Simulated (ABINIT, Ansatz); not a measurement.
# H6PbCNCl3 (Pm): one start, several treatments of the self-energy

How much does the gap of H6PbCNCl3 (Pm) depend on the approximation to the self-energy?

Program: ABINIT 10.8.3. Level of theory: PBEsol and many-body steps on it, plane waves. Results are calculated unless marked as measured.

Most raw output is cut from this account.

### 1. Starting point

The structure is monoclinic, space group Pm (No. 6). Conventional cell: a = 5.753 Å, b = 5.765 Å, c = 5.855 Å, α = 90.00°, β = 90.03°, γ = 90.00°. Nearest to H lie 1 C at 1.09 Å. H has 1 N at 1.04 Å nearest. Nearest to H lie 1 N at 1.04 Å. Nearest to Pb lie 6 Cl at 2.88 to 2.99 Å. Nearest to C lie 3 H at 1.09 Å and 1 N at 1.49 Å. Farther neighbours and most contacts between anions are not listed.

The cell and positions are those that the Materials Project relaxed with its own functionals (PBE, PBE+U or r2SCAN), kept fixed. Spin-orbit coupling is left out unless a step names it.

### 2. Empty states on the mesh, 2×2×2 mesh, 404 bands

This step: ABINIT 10.8.3; DFT, PBEsol, plane waves, norm-conserving pseudopotentials.

The sums over transitions need many empty states on a uniform mesh; this step solves for them.

The input, run.abi:

```
acell 3*1.0 Angstrom
rprim 
  5.752832000000 0.000000000000 0.000000000000
  0.000000000000 5.764671000000 0.000000000000
  -0.002604000000 0.000000000000 5.855201000000
ntypat 5
znucl 1 82 6 7 17
natom 12
typat 1 1 1 1 1 1 2 3 4 5 5 5
xred 
  0.879476000000 0.500000000000 0.790423000000
  0.813252000000 0.344072000000 0.047387000000
  0.813252000000 0.655928000000 0.047387000000
  0.229661000000 0.354316000000 0.978538000000
  0.229661000000 0.645684000000 0.978538000000
  0.170957000000 0.500000000000 0.216412000000
  0.473988000000 0.000000000000 0.483874000000
  0.894268000000 0.500000000000 0.976848000000
  0.144932000000 0.500000000000 0.040731000000
  0.427891000000 0.000000000000 0.975558000000
  0.429192000000 0.500000000000 0.520036000000
  0.971826000000 0.000000000000 0.439660000000
pp_dirpath "pseudos"
pseudos "H.upf, Pb.upf, C.upf, N.upf, Cl.upf"
ecut 37
ngkpt 2 2 2
nshiftk 1
shiftk 0 0 0
kptopt 1
chksymbreak 0
iscf -2
irdden 1
istwfk *1
nband 404
nbdbuf 36
tolwfr 1e-09
nstep 60
prtvol 0
indata_prefix "in"
outdata_prefix "out"
tmpdata_prefix "tmp"
```

Command:

```bash
$ OMP_NUM_THREADS=1 mpirun -n 4 abinit run.abi > log
```

It took 15 min on 4 MPI ranks of Arm Neoverse V1, shared host; peak memory 1.2 GiB.

This step gave:

- gap: 2.463 eV
- k of the valence top: 0.5, 0.5, 0.5
- k of the conduction bottom: 0.5, 0.5, 0.5
- least direct gap: 2.463 eV
- k points computed: 8
- lowest point of the top converged band, above the valence top: 78.7982 eV

On this mesh the gap is 2.463 eV.

The density comes from a self-consistent run that is not shown.

### 3. Screening, 2×2×2 mesh, 167 bands, screening to 114.3 eV

The RPA dielectric matrix is built and inverted for each q.

This step: RPA screening on PBEsol, plane waves, norm-conserving pseudopotentials.

run.abi, as its differences from that of step 2:

```diff
@@ -30,10 +30,11 @@
 chksymbreak 0
-iscf -2
-irdden 1
 istwfk *1
-nband 404
-nbdbuf 36
-tolwfr 1e-09
-nstep 60
-prtvol 0
+occopt 1
+irdwfk 1
+optdriver 3
+nband 167
+ecuteps 4.2
+inclvkb 2
+awtr 1
+symchi 1
 indata_prefix "in"
```

Run time: 3.6 min. Hardware: 4 MPI ranks; peak memory 3.6 GiB.

This step gave:

```yaml
eps_infinity_with_local_fields_on_this_mesh_along_the_program_s_q_direction: 4.874
the_same_without_local_fields: 5.589
plasma_frequency: 20.29 eV
plane_waves_in_the_screening_matrix: 523
```

Local fields lower ε∞ by 13 %. On a Γ-centred mesh this coarse the value itself is usually too large, while a short band sum pulls it down.

### 4. G0W0, Godby-Needs plasmon pole

The self-energy is evaluated for the states that the input lists, and the levels follow from it, in one-shot runs by the linearised quasiparticle equation.

This step: G0W0 on PBEsol, plane waves, norm-conserving pseudopotentials.

run.abi, as its differences from that of step 3:

```diff
@@ -33,8 +33,17 @@
 irdwfk 1
-optdriver 3
+optdriver 4
 nband 167
+gwcalctyp 0
+ecutsigx 37
+symsigma 1
+nkptgw 2
+kptgw 
+  0.5000000000 0.5000000000 0.5000000000
+  0.0000000000 0.0000000000 0.0000000000
+bdgw 
+  28 31
+  28 31
 ecuteps 4.2
-inclvkb 2
-awtr 1
-symchi 1
+irdscr 1
+ppmodel 1
 indata_prefix "in"
```

Wall time 42 s (4 MPI ranks); peak memory 2.7 GiB.

Numbers from this step:

* G0W0 gap on the points computed: 4.082 eV
* starting gap on the mesh: 2.463 eV
* k of the valence top: 0.5, 0.5, 0.5
* k of the conduction bottom: 0.5, 0.5, 0.5
* Z at the valence top: 0.793
* Z at the conduction bottom: 0.823
* least direct G0W0 gap on the computed points: 4.082 eV

The gap on the mesh goes from 2.46 eV to 4.08 eV, a correction of +1.62 eV.

### 5. G0W0, Engel-Farid plasmon pole

run.abi, as its differences from that of step 4:

```diff
@@ -47,3 +47,3 @@
 irdscr 1
-ppmodel 1
+ppmodel 4
 indata_prefix "in"
```

It took 24 s on 4 MPI ranks; peak memory 2.5 GiB.

This step gave:

```yaml
g0w0_gap_on_the_points_computed: 4.153 eV
starting_gap_on_the_mesh: 2.463 eV
k_of_the_valence_top: 0.5, 0.5, 0.5
k_of_the_conduction_bottom: 0.5, 0.5, 0.5
z_at_the_valence_top: 0.801
z_at_the_conduction_bottom: 0.831
least_direct_g0w0_gap_on_the_computed_points: 4.153 eV
```

Against G0W0 in ABINIT (2×2×2 mesh, 167 bands, screening to 114.3 eV, Godby-Needs plasmon pole), the gap moves by +0.071 eV.

### 6. G0W0, Hybertsen-Louie plasmon pole

run.abi, as its differences from that of step 5:

```diff
@@ -47,3 +47,3 @@
 irdscr 1
-ppmodel 4
+ppmodel 2
 indata_prefix "in"
```

The job ended after 41 s (4 MPI ranks; peak memory 2.6 GiB; 2.7 min of CPU time).

Numbers from this step:

```
G0W0 gap on the points computed              : 4.246 eV
starting gap on the mesh                     : 2.463 eV
k of the valence top                         : 0.5, 0.5, 0.5
k of the conduction bottom                   : 0.5, 0.5, 0.5
least direct G0W0 gap on the computed points : 4.246 eV
```

Against G0W0 in ABINIT (2×2×2 mesh, 167 bands, screening to 114.3 eV, Godby-Needs plasmon pole), the gap moves by +0.164 eV.

### 7. One-shot Hartree-Fock

This step: one-shot Hartree-Fock on PBEsol, plane waves, norm-conserving pseudopotentials.

run.abi, as its differences from that of step 6:

```diff
@@ -34,4 +34,4 @@
 optdriver 4
-nband 167
-gwcalctyp 0
+nband 33
+gwcalctyp 5
 ecutsigx 37
@@ -45,5 +45,4 @@
   28 31
-ecuteps 4.2
-irdscr 1
-ppmodel 2
+ixc_sigma 40
+fftgw 31
 indata_prefix "in"
```

The job ended after 6.1 s (4 MPI ranks; peak memory 0.56 GiB).

Numbers from this step:

```yaml
quasiparticle_gap_on_the_points_computed: 9.217 eV
starting_gap_on_the_mesh: 2.463 eV
k_of_the_valence_top: 0.5, 0.5, 0.5
k_of_the_conduction_bottom: 0.5, 0.5, 0.5
least_direct_quasiparticle_gap_on_the_computed_points: 9.217 eV
```

Against G0W0 in ABINIT (2×2×2 mesh, 167 bands, screening to 114.3 eV, Godby-Needs plasmon pole), the gap moves by +5.135 eV.

### 8. Side by side

Times are wall times on 4 MPI ranks of Arm Neoverse V1, shared host, good to a factor of about two. A run's time includes the screening step that it read.

```tsv
run	mesh	bands	screening cutoff (eV)	DFT gap (eV)	gap on the mesh (eV)	direct (eV)	ε∞ used	time
G0W0, Godby-Needs plasmon pole	2×2×2	167	114.3	2.463	4.082	4.082	4.87	4.4 min
G0W0, Engel-Farid plasmon pole	2×2×2	167	114.3	2.463	4.153	4.153	4.87	4 min
G0W0, Hybertsen-Louie plasmon pole	2×2×2	167	114.3	2.463	4.246	4.246	4.87	4.3 min
one-shot Hartree-Fock	2×2×2	-	-	2.463	9.217	9.217	-	6.1 s
```

### 9. Summary of results

| Property | Result |
| --- | --- |
| G0W0, Godby-Needs plasmon pole | 4.082 eV |
| G0W0, Engel-Farid plasmon pole | 4.153 eV |
| G0W0, Hybertsen-Louie plasmon pole | 4.246 eV |
| one-shot Hartree-Fock | 9.217 eV |
| known limits | not at the basis limit; no spin-orbit coupling; coarse k mesh |

G0W0, Engel-Farid plasmon pole: +0.071 eV against G0W0, Godby-Needs plasmon pole. G0W0, Hybertsen-Louie plasmon pole: +0.164 eV against G0W0, Godby-Needs plasmon pole. One-shot Hartree-Fock: +5.135 eV against G0W0, Godby-Needs plasmon pole. Bare exchange alone opens the gap to 9.22 eV; against G0W0, correlation takes back 5.14 eV. Bands and cutoff are finite, so the gap is not at the basis limit. The miss can reach some tenths of an eV and take either sign; the mesh is an error of its own. In the G0W0 runs levels were corrected at 2 k points alone, so a gap called «on the mesh» is the least over those, and an edge elsewhere would be missed. The 2×2×2 mesh is coarse for this cell, which bears on the long-range parts of exchange and screening. Where an edge is built on 6p states of lead, bismuth or thallium, scalar-relativistic gaps usually stand too wide, by a few tenths to over one eV. The many-body steps are scalar-relativistic: spin-orbit coupling is not in them.

[Paths, hosts, dates, memory and timing lines, banners, echoed tables and standing remarks are left out of the program output.]

[Logs are printed without paths, hosts, clocks, repeated set-up lines and the standing remarks that a program may print on its own settings, such as how far it seeks lower states.]

[Runs of the session that timed out or met a known fault of the program may be left out.]

[Hosts, paths, dates, database ids (printed as entryN), source tags and the programs' standing remarks are cut or masked in the printed files.]

[G0W0 gaps are taken among the corrected bands and points alone; a level outside them can change the order at an edge.]

[Where Ansatz stands beside ABINIT at settings called matched, ABINIT's density can come from a denser mesh and the files from another edition; pairs whose starting gaps differed by over 0.03 eV were left out, so agreement reads better than it is.]
